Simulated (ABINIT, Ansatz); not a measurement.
# Quasiparticle gap of K2LiScF6 (Fm-3m) in ABINIT, part 2 of 3

Wanted: ground state, empty states, screening and self-energy for K2LiScF6 (Fm-3m).

ABINIT 10.8.3; LDA and many-body steps on it, plane waves. Known limits of the many-body steps: not at the basis limit; coarse k mesh.

So far. Step 2 (Ground state): The gap is direct, at Γ.

## 3. Bands along the symmetry lines

Level of this step: DFT, LDA, plane waves, norm-conserving pseudopotentials (ABINIT).

Levels along a band path, at the cheap level, show where the edges lie and whether the meshes to come will hold them.

Contents of run.abi:

```
acell 3*1.0 Angstrom
rprim 
  -0.000000000000 4.144804000000 4.144804000000
  4.144804000000 -0.000000000000 4.144804000000
  4.144804000000 4.144804000000 -0.000000000000
ntypat 4
znucl 19 3 21 9
natom 10
typat 1 1 2 3 4 4 4 4 4 4
xred 
  0.250000000000 0.250000000000 0.250000000000
  0.750000000000 0.750000000000 0.750000000000
  0.500000000000 0.500000000000 0.500000000000
  -0.000000000000 -0.000000000000 -0.000000000000
  0.245587000000 0.245587000000 0.754413000000
  0.245587000000 0.754413000000 0.754413000000
  0.754413000000 0.754413000000 0.245587000000
  0.245587000000 0.754413000000 0.245587000000
  0.754413000000 0.245587000000 0.754413000000
  0.754413000000 0.245587000000 0.245587000000
pp_dirpath "pseudos"
pseudos "K.upf, Li.upf, Sc.upf, F.upf"
ecut 36
iscf -2
irdden 1
kptopt 0
nkpt 26
kpt 
  0.00000000 0.00000000 0.00000000
  0.12500000 0.00000000 0.12500000
  0.25000000 0.00000000 0.25000000
  0.37500000 0.00000000 0.37500000
  0.50000000 0.00000000 0.50000000
  0.53125000 0.06250000 0.53125000
  0.56250000 0.12500000 0.56250000
  0.59375000 0.18750000 0.59375000
  0.62500000 0.25000000 0.62500000
  0.37500000 0.37500000 0.75000000
  0.28125000 0.28125000 0.56250000
  0.18750000 0.18750000 0.37500000
  0.09375000 0.09375000 0.18750000
  0.00000000 0.00000000 0.00000000
  0.12500000 0.12500000 0.12500000
  0.25000000 0.25000000 0.25000000
  0.37500000 0.37500000 0.37500000
  0.50000000 0.50000000 0.50000000
  0.50000000 0.43750000 0.56250000
  0.50000000 0.37500000 0.62500000
  0.50000000 0.31250000 0.68750000
  0.50000000 0.25000000 0.75000000
  0.50000000 0.18750000 0.68750000
  0.50000000 0.12500000 0.62500000
  0.50000000 0.06250000 0.56250000
  0.50000000 0.00000000 0.50000000
istwfk *1
nband 44
nbdbuf 2
tolwfr 1e-08
nstep 40
prtwf 0
prtvol 0
indata_prefix "in"
outdata_prefix "out"
tmpdata_prefix "tmp"
```

Run with:

```bash
OMP_NUM_THREADS=1 mpirun -n 4 abinit run.abi > log
```

Numbers of over 12 decimals in the logs are rounded to 6 here.

Log:

```text
.Version 10.8.3 of ABINIT. v10.8.2 released Aug 2026.

 Symmetries : space group Fm -3 m (#225); Bravais cF (face-center cubic)
[... echo of the input left out ...]
== DATASET  1 ==================================================================
-   mpi_nproc: 4, omp_nthreads: 1 (-1 if OMP is not activated)

--- !DatasetInfo
iteration_state: {dtset: 1, }
dimensions: {natom: 10, nkpt: 26, mband: 44, nsppol: 1, nspinor: 1, nspden: 1, mpw: 9964, }
cutoff_energies: {ecut:  36.0, pawecutdg:  -1.0, }
electrons: {nelect:   7.40000000E+01, charge:   0.00000000E+00, occopt:   1.00000000E+00, tsmear:   1.00000000E-02, }

 Real(R)+Recip(G) space primitive vectors, cartesian coordinates (Bohr,Bohr^-1):
 R(1)=  0.0000000  7.8325444  7.8325444  G(1)= -0.0638362  0.0638362  0.0638362
 R(2)=  7.8325444  0.0000000  7.8325444  G(2)=  0.0638362 -0.0638362  0.0638362
 R(3)=  7.8325444  7.8325444  0.0000000  G(3)=  0.0638362  0.0638362 -0.0638362
 Unit cell volume ucvol=  9.6103365E+02 bohr^3
 Angles (23,13,12)=  6.00000000E+01  6.00000000E+01  6.00000000E+01 degrees

 getcut: wavevector=  0.0000  0.0000  0.0000  ngfft=  60  60  60
         ecut(hartree)=     36.000   => boxcut(ratio)=   2.00547

--- Pseudopotential description ------------------------------------------------
- K Generated using ONCVPSP code by D. R. Hamann
- 19.00000   9.00000  180309                  znucl, zion, pspdat
12 -1012 2 -1 2170                            pspcod,pspxc,lmax,lloc,mmax
     nproj     2     2     2
  pspatm : epsatm=    8.21740868
         --- l  ekb(1:nproj) -->
             0   10.940065    0.829722
             1    4.437415    0.568178
             2   -3.386874   -1.066382
 pspatm: atomic psp has been read  and splines computed

- Li Generated using ONCVPSP code by D. R. Hamann
-  3.00000   3.00000  180309                  znucl, zion, pspdat
12 -1012 1 -1 1944                            pspcod,pspxc,lmax,lloc,mmax
     nproj     2     2     0
  pspatm : epsatm=    2.61415252
         --- l  ekb(1:nproj) -->
[...]
pspatm: atomic psp has been read  and splines computed

- Sc Generated using ONCVPSP code by D. R. Hamann
- 21.00000  11.00000  180309                  znucl, zion, pspdat
12 -1012 2 -1 1622                            pspcod,pspxc,lmax,lloc,mmax
     nproj     2     2     2
  pspatm : epsatm=   13.66101860
         --- l  ekb(1:nproj) -->
[...]
pspatm: atomic psp has been read  and splines computed

- F Generated using ONCVPSP code by D. R. Hamann
-  9.00000   7.00000  201202                  znucl, zion, pspdat
12 -1012 2 -1 824                             pspcod,pspxc,lmax,lloc,mmax
     nproj     2     2     1
  pspatm : epsatm=    4.94580260
         --- l  ekb(1:nproj) -->
[...]
2   -2.364936
 pspatm: atomic psp has been read  and splines computed

[...]
Non-SCF case, kpt   26 (  0.50000  0.00000  0.50000), residuals and eigenvalues=
[...]
-4.4581E-02 -4.2999E-02 -3.8666E-02 -3.8666E-02 -3.0811E-02 -3.0811E-02
 -1.6420E-02  2.3447E-01  2.3818E-01  2.3818E-01  2.9903E-01  3.2343E-01
  3.2431E-01  3.6284E-01

--- !ResultsGS
iteration_state: {dtset: 1, }
comment   : Summary of ground state results
lattice_vectors:
- [ -0.0000000,   7.8325444,   7.8325444, ]
- [  7.8325444,  -0.0000000,   7.8325444, ]
- [  7.8325444,   7.8325444,  -0.0000000, ]
lattice_lengths: [  11.07689,   11.07689,   11.07689, ]
lattice_angles: [ 60.000,  60.000,  60.000, ] # degrees, (23, 13, 12)
lattice_volume:   9.6103365E+02
convergence: {deltae:  0.000E+00, res2:  0.000E+00, residm:  9.997E-09, diffor:  0.000E+00, }
etotal    :  -2.63507218E+02
entropy   :   0.00000000E+00
fermie    :  -1.58180315E-02
cartesian_stress_tensor: null
pressure_GPa: null
xred      :
- [  2.5000E-01,   2.5000E-01,   2.5000E-01,  K]
- [  7.5000E-01,   7.5000E-01,   7.5000E-01,  K]
- [  5.0000E-01,   5.0000E-01,   5.0000E-01, Li]
- [  0.0000E+00,   0.0000E+00,   0.0000E+00, Sc]
- [  2.4559E-01,   2.4559E-01,   7.5441E-01,  F]
- [  2.4559E-01,   7.5441E-01,   7.5441E-01,  F]
- [  7.5441E-01,   7.5441E-01,   2.4559E-01,  F]
- [  2.4559E-01,   7.5441E-01,   2.4559E-01,  F]
- [  7.5441E-01,   2.4559E-01,   7.5441E-01,  F]
- [  7.5441E-01,   2.4559E-01,   2.4559E-01,  F]
cartesian_forces: null
force_length_stats: {min: null, max: null, mean: null, }

 Integrated electronic density in atomic spheres:
 ------------------------------------------------
 Atom  Sphere_radius  Integrated_density
[...]
================================================================================

 ----iterations are completed or convergence reached----

 Mean square residual over all n,k,spin=   61.901E-10; max=  99.971E-10
 reduced coordinates (array xred) for   10 atoms
[...]
0.754413000000      0.245587000000      0.754413000000
       0.754413000000      0.245587000000      0.245587000000

 cartesian coordinates (angstrom) at end:
[...]
length scales=  1.889726125908  1.889726125908  1.889726125908 bohr
              =  1.000000000000  1.000000000000  1.000000000000 angstroms
 prteigrs : about to open file out_EIG
 Eigenvalues (hartree) for nkpt=  26  k points:
 kpt#   1, nband= 44, wtk=  1.00000, kpt=  0.0000  0.0000  0.0000 (reduced coord)
[...]
kpt#   2, nband= 44, wtk=  1.00000, kpt=  0.1250  0.0000  0.1250 (reduced coord)
[...]
kpt#   3, nband= 44, wtk=  1.00000, kpt=  0.2500  0.0000  0.2500 (reduced coord)
[...]
kpt#  25, nband= 44, wtk=  1.00000, kpt=  0.5000  0.0625  0.5625 (reduced coord)
[...]
0.29963    0.32261    0.32592    0.36281
 kpt#  26, nband= 44, wtk=  1.00000, kpt=  0.5000  0.0000  0.5000 (reduced coord)
[...]
-0.07128   -0.06214   -0.06190   -0.06190   -0.05561   -0.04458   -0.04458   -0.04300
  -0.03867   -0.03867   -0.03081   -0.03081   -0.01642    0.23447    0.23818    0.23818
   0.29903    0.32343    0.32431    0.36284

== END DATASET(S) ==============================================================
================================================================================

 -outvars: echo values of variables after computation  --------
            nband          44
             nkpt          26
          spgroup         225
 [... the other variables as echoed above ...]

 Calculation completed.
```

Run time: 3.4 min. Hardware: 4 MPI ranks of Arm Neoverse N1, shared host; peak memory 0.51 GiB.

Numbers from this step:

```
gap                        : 6.751 eV
k of the valence top       : 0, 0, 0
k of the conduction bottom : 0, 0, 0
least direct gap           : 6.751 eV
```

The gap is 6.751 eV, as in the run before at this level.

The electronic bands at the labelled points (eV, zero at the top of the highest filled band):

```tsv
point	band 34	band 35	band 36	band 37	band 38	band 39	band 40	band 41
Γ	-0.27	0.00	0.00	0.00	6.75	6.75	6.75	6.99
halfway	-0.38	-0.22	-0.22	-0.01	6.78	6.83	6.83	7.86
X	-0.62	-0.41	-0.41	-0.02	6.81	6.91	6.91	8.57
halfway	-0.54	-0.47	-0.40	-0.04	6.82	6.91	6.91	8.60
U	-0.48	-0.41	-0.38	-0.11	6.83	6.89	6.90	8.68
jump to K	-0.48	-0.41	-0.38	-0.11	6.83	6.89	6.90	8.68
halfway	-0.29	-0.23	-0.17	-0.10	6.80	6.81	6.82	7.96
Γ	-0.27	0.00	0.00	0.00	6.75	6.75	6.75	6.99
halfway	-0.29	-0.14	-0.14	-0.08	6.78	6.80	6.80	7.67
L	-0.32	-0.30	-0.30	-0.22	6.82	6.83	6.83	8.93
halfway	-0.43	-0.37	-0.24	-0.22	6.84	6.85	6.87	8.80
W	-0.61	-0.53	-0.22	-0.22	6.86	6.86	6.91	8.72
halfway	-0.46	-0.45	-0.44	-0.07	6.82	6.90	6.91	8.63
X	-0.62	-0.41	-0.41	-0.02	6.81	6.91	6.91	8.57
```

## 4. Empty states on the mesh, 2×2×2 mesh, 294 bands

The sums over transitions need many empty states on a uniform mesh; this step solves for them.

Contents of run.abi:

```
acell 3*1.0 Angstrom
rprim 
  -0.000000000000 4.144804000000 4.144804000000
  4.144804000000 -0.000000000000 4.144804000000
  4.144804000000 4.144804000000 -0.000000000000
ntypat 4
znucl 19 3 21 9
natom 10
typat 1 1 2 3 4 4 4 4 4 4
xred 
  0.250000000000 0.250000000000 0.250000000000
  0.750000000000 0.750000000000 0.750000000000
  0.500000000000 0.500000000000 0.500000000000
  -0.000000000000 -0.000000000000 -0.000000000000
  0.245587000000 0.245587000000 0.754413000000
  0.245587000000 0.754413000000 0.754413000000
  0.754413000000 0.754413000000 0.245587000000
  0.245587000000 0.754413000000 0.245587000000
  0.754413000000 0.245587000000 0.754413000000
  0.754413000000 0.245587000000 0.245587000000
pp_dirpath "pseudos"
pseudos "K.upf, Li.upf, Sc.upf, F.upf"
ecut 36
ngkpt 2 2 2
nshiftk 1
shiftk 0 0 0
kptopt 1
chksymbreak 0
iscf -2
irdden 1
istwfk *1
nband 294
nbdbuf 26
tolwfr 1e-09
nstep 60
prtvol 0
indata_prefix "in"
outdata_prefix "out"
tmpdata_prefix "tmp"
```

Log:

```text
.Version 10.8.3 of ABINIT. v10.8.2 released Aug 2026.

 Symmetries : space group Fm -3 m (#225); Bravais cF (face-center cubic)
[... echo of the input left out ...]
== DATASET  1 ==================================================================
-   mpi_nproc: 4, omp_nthreads: 1 (-1 if OMP is not activated)
-    --> not optimal distribution: autoparal keyword recommended in input file <--

--- !DatasetInfo
iteration_state: {dtset: 1, }
dimensions: {natom: 10, nkpt: 3, mband: 294, nsppol: 1, nspinor: 1, nspden: 1, mpw: 9922, }
cutoff_energies: {ecut:  36.0, pawecutdg:  -1.0, }
electrons: {nelect:   7.40000000E+01, charge:   0.00000000E+00, occopt:   1.00000000E+00, tsmear:   1.00000000E-02, }

 Real(R)+Recip(G) space primitive vectors, cartesian coordinates (Bohr,Bohr^-1):
 R(1)=  0.0000000  7.8325444  7.8325444  G(1)= -0.0638362  0.0638362  0.0638362
 R(2)=  7.8325444  0.0000000  7.8325444  G(2)=  0.0638362 -0.0638362  0.0638362
 R(3)=  7.8325444  7.8325444  0.0000000  G(3)=  0.0638362  0.0638362 -0.0638362
 Unit cell volume ucvol=  9.6103365E+02 bohr^3
 Angles (23,13,12)=  6.00000000E+01  6.00000000E+01  6.00000000E+01 degrees

 getcut: wavevector=  0.0000  0.0000  0.0000  ngfft=  60  60  60
         ecut(hartree)=     36.000   => boxcut(ratio)=   2.00547

--- Pseudopotential description ------------------------------------------------
- K Generated using ONCVPSP code by D. R. Hamann
- 19.00000   9.00000  180309                  znucl, zion, pspdat
12 -1012 2 -1 2170                            pspcod,pspxc,lmax,lloc,mmax
     nproj     2     2     2
  pspatm : epsatm=    8.21740868
         --- l  ekb(1:nproj) -->
             0   10.940065    0.829722
             1    4.437415    0.568178
             2   -3.386874   -1.066382
 pspatm: atomic psp has been read  and splines computed

- Li Generated using ONCVPSP code by D. R. Hamann
-  3.00000   3.00000  180309                  znucl, zion, pspdat
12 -1012 1 -1 1944                            pspcod,pspxc,lmax,lloc,mmax
     nproj     2     2     0
  pspatm : epsatm=    2.61415252
         --- l  ekb(1:nproj) -->
[...]
pspatm: atomic psp has been read  and splines computed

- Sc Generated using ONCVPSP code by D. R. Hamann
- 21.00000  11.00000  180309                  znucl, zion, pspdat
12 -1012 2 -1 1622                            pspcod,pspxc,lmax,lloc,mmax
     nproj     2     2     2
  pspatm : epsatm=   13.66101860
         --- l  ekb(1:nproj) -->
[...]
pspatm: atomic psp has been read  and splines computed

- F Generated using ONCVPSP code by D. R. Hamann
-  9.00000   7.00000  201202                  znucl, zion, pspdat
12 -1012 2 -1 824                             pspcod,pspxc,lmax,lloc,mmax
     nproj     2     2     1
  pspatm : epsatm=    4.94580260
         --- l  ekb(1:nproj) -->
[...]
2   -2.364936
[...]
1.70E-04  7.41E-05  2.75E-04  8.11E-04  1.78E-04  2.35E-04
 -1.6839E+00 -1.4809E+00 -9.4878E-01 -9.4747E-01 -9.1817E-01 -9.1817E-01
 -9.1817E-01 -7.2250E-01 -7.1040E-01 -7.1040E-01 -6.9959E-01 -6.9959E-01
[...]
2.9861E+00  2.9886E+00  2.9889E+00  2.9899E+00  3.0368E+00  3.0394E+00
 prteigrs : prtvol=0 or 1, do not print more k-points.

--- !ResultsGS
iteration_state: {dtset: 1, }
comment   : Summary of ground state results
lattice_vectors:
- [ -0.0000000,   7.8325444,   7.8325444, ]
- [  7.8325444,  -0.0000000,   7.8325444, ]
- [  7.8325444,   7.8325444,  -0.0000000, ]
lattice_lengths: [  11.07689,   11.07689,   11.07689, ]
lattice_angles: [ 60.000,  60.000,  60.000, ] # degrees, (23, 13, 12)
lattice_volume:   9.6103365E+02
convergence: {deltae:  0.000E+00, res2:  0.000E+00, residm:  9.996E-10, diffor:  0.000E+00, }
etotal    :  -2.63507218E+02
entropy   :   0.00000000E+00
fermie    :  -1.58180315E-02
cartesian_stress_tensor: null
pressure_GPa: null
xred      :
- [  2.5000E-01,   2.5000E-01,   2.5000E-01,  K]
- [  7.5000E-01,   7.5000E-01,   7.5000E-01,  K]
- [  5.0000E-01,   5.0000E-01,   5.0000E-01, Li]
- [  0.0000E+00,   0.0000E+00,   0.0000E+00, Sc]
- [  2.4559E-01,   2.4559E-01,   7.5441E-01,  F]
- [  2.4559E-01,   7.5441E-01,   7.5441E-01,  F]
- [  7.5441E-01,   7.5441E-01,   2.4559E-01,  F]
- [  2.4559E-01,   7.5441E-01,   2.4559E-01,  F]
- [  7.5441E-01,   2.4559E-01,   7.5441E-01,  F]
- [  7.5441E-01,   2.4559E-01,   2.4559E-01,  F]
cartesian_forces: null
force_length_stats: {min: null, max: null, mean: null, }

 Integrated electronic density in atomic spheres:
 ------------------------------------------------
 Atom  Sphere_radius  Integrated_density
[...]
================================================================================

 ----iterations are completed or convergence reached----

 Mean square residual over all n,k,spin=   30.787E-11; max=  99.958E-11
 reduced coordinates (array xred) for   10 atoms
[...]
0.754413000000      0.245587000000      0.754413000000
       0.754413000000      0.245587000000      0.245587000000

 cartesian coordinates (angstrom) at end:
    1      2.072402     2.072402     2.072402
    2      6.217206     6.217206     6.217206
    3      4.144804     4.144804     4.144804
[...]
9      4.144804     6.253788     4.144804
   10      2.035820     4.144804     4.144804
 length scales=  1.889726125908  1.889726125908  1.889726125908 bohr
              =  1.000000000000  1.000000000000  1.000000000000 angstroms
 prteigrs : about to open file out_EIG
 Eigenvalues (hartree) for nkpt=   3  k points:
 kpt#   1, nband=294, wtk=  0.12500, kpt=  0.0000  0.0000  0.0000 (reduced coord)
[...]
2.80472    2.80472    2.81613    2.81613    2.81613    2.87912    2.87912    2.87912
   2.92103    2.92103    2.92103    2.94028    2.94236    2.97976    2.97985    2.98588
   2.98611    2.98860    2.98889    2.98990    3.03685    3.03935
 prteigrs : prtvol=0 or 1, do not print more k-points.

== END DATASET(S) ==============================================================
================================================================================

 -outvars: echo values of variables after computation  --------
            nband         294
             nkpt           3
          spgroup         225
 [... the other variables as echoed above ...]

 Calculation completed.
```

The job ended after 4.5 min (4 MPI ranks; peak memory 0.5 GiB).

This step gave:

| Property | Result |
| --- | --- |
| gap | 6.751 eV |
| k of the valence top | 0, 0, 0 |
| k of the conduction bottom | 0, 0, 0 |
| least direct gap | 6.751 eV |
| k points computed | 3 |
| lowest point of the top converged band, above the valence top | 75.6583 eV |

On this mesh the gap is 6.751 eV.

## 5. Screening, 2×2×2 mesh, 268 bands, screening to 176.9 eV

The RPA dielectric matrix is built and inverted for each q.

This step: RPA screening on LDA, plane waves, norm-conserving pseudopotentials.

run.abi: that of step 4 with these lines changed.

```diff
@@ -28,10 +28,11 @@
 chksymbreak 0
-iscf -2
-irdden 1
 istwfk *1
-nband 294
-nbdbuf 26
-tolwfr 1e-09
-nstep 60
-prtvol 0
+occopt 1
+irdwfk 1
+optdriver 3
+nband 268
+ecuteps 6.5
+inclvkb 2
+awtr 1
+symchi 1
 indata_prefix "in"
```

Log:

```text
.Version 10.8.3 of ABINIT. v10.8.2 released Aug 2026.

 Symmetries : space group Fm -3 m (#225); Bravais cF (face-center cubic)
[... echo of the input left out ...]
== DATASET  1 ==================================================================
-   mpi_nproc: 4, omp_nthreads: 1 (-1 if OMP is not activated)

--- !DatasetInfo
iteration_state: {dtset: 1, }
dimensions: {natom: 10, nkpt: 3, mband: 268, nsppol: 1, nspinor: 1, nspden: 1, mpw: 9922, }
cutoff_energies: {ecut:  36.0, pawecutdg:  -1.0, }
electrons: {nelect:   7.40000000E+01, charge:   0.00000000E+00, occopt:   1.00000000E+00, tsmear:   1.00000000E-02, }

 SCREENING: Calculation of the susceptibility and dielectric matrices

 Based on a program developped by R.W. Godby, V. Olevano, G. Onida, and L. Reining.
 Incorporated in ABINIT by V. Olevano, G.-M. Rignanese, and M. Torrent.
.Using double precision arithmetic ; gwpc =  8

[... cell and pseudopotentials left out ...]
--------------------------------------------------------------------------------

 ==== K-mesh for the wavefunctions ====
 Number of points in the irreducible wedge :     3
[... list of points left out ...]
 Together with 48 symmetry operations and time-reversal symmetry
 yields     8 points in the full Brillouin Zone.

 ==== Q-mesh for the screening function ====
 Number of points in the irreducible wedge :     3
[... list of points left out ...]
 Together with 48 symmetry operations and time-reversal symmetry
 yields     8 points in the full Brillouin Zone.

 setmesh: FFT mesh size selected  =    45x   45x   45
          total number of points  =        91125

 vcoul_init : cutoff-mode = AUXILIARY_FUNCTION
 q-points for optical limit:   1
     1)      0.000010    0.000020    0.000030

- screening: taking advantage of time-reversal symmetry
- Maximum band index for partially occupied states nbvw = 37
- Remaining bands to be divided among processors   nbcw = 231
- Number of bands treated by each node ~57

 Number of electrons calculated from density =   74.0000; Expected =   74.0000
 average of density, n =  0.077000
 r_s =    1.4582
 omega_plasma =   26.7672 [eV]

 calculating chi0 at frequencies [eV] :
  1    0.000000E+00    0.000000E+00
  2    0.000000E+00    2.676715E+01

--------------------------------------------------------------------------------
  q-point number  1        q = ( 0.000000, 0.000000, 0.000000) [r.l.u.]
--------------------------------------------------------------------------------
[... chi0 elements left out ...]
 For q-point:  0.000010 0.000020 0.000030
  dielectric constant =   2.1599
  dielectric constant without local fields =   2.3986

  Average fulfillment of the sum rule on Im[epsilon] for q-point    1 :     58.96  [%]
[... wings left out ...]
  q-point number  2        q = ( 0.500000, 0.000000, 0.000000) [r.l.u.]
--------------------------------------------------------------------------------
[... chi0 elements left out ...]
  Average fulfillment of the sum rule on Im[epsilon] for q-point    2 :     62.87  [%]

 [... 1 further q-points ...]
```

Run time: 4.1 min. Hardware: 4 MPI ranks; peak memory 2.6 GiB; 16 min of CPU time.

This step gave:

```
ε∞ with local fields, on this mesh, along the program's q direction : 2.160
the same without local fields                                       : 2.399
plasma frequency                                                    : 26.77 eV
plane waves in the screening matrix                                 : 749
```

Local fields lower ε∞ by 10 %. On a Γ-centred mesh this coarse the value itself is usually too large, while a short band sum pulls it down.

[end of part 2 of 3]

[Paths, hosts, dates, memory and timing lines, banners, echoed tables and standing remarks are left out of the program output.]

[Logs are printed without paths, hosts, clocks, repeated set-up lines and the standing remarks that a program may print on its own settings, such as how far it seeks lower states.]

[Runs of the session that timed out or met a known fault of the program may be left out.]

[Hosts, paths, dates, database ids (printed as entryN), source tags and the programs' standing remarks are cut or masked in the printed files.]

[G0W0 gaps are taken among the corrected bands and points alone; a level outside them can change the order at an edge.]

[Where Ansatz stands beside ABINIT at settings called matched, ABINIT's density can come from a denser mesh and the files from another edition; pairs whose starting gaps differed by over 0.03 eV were left out, so agreement reads better than it is.]
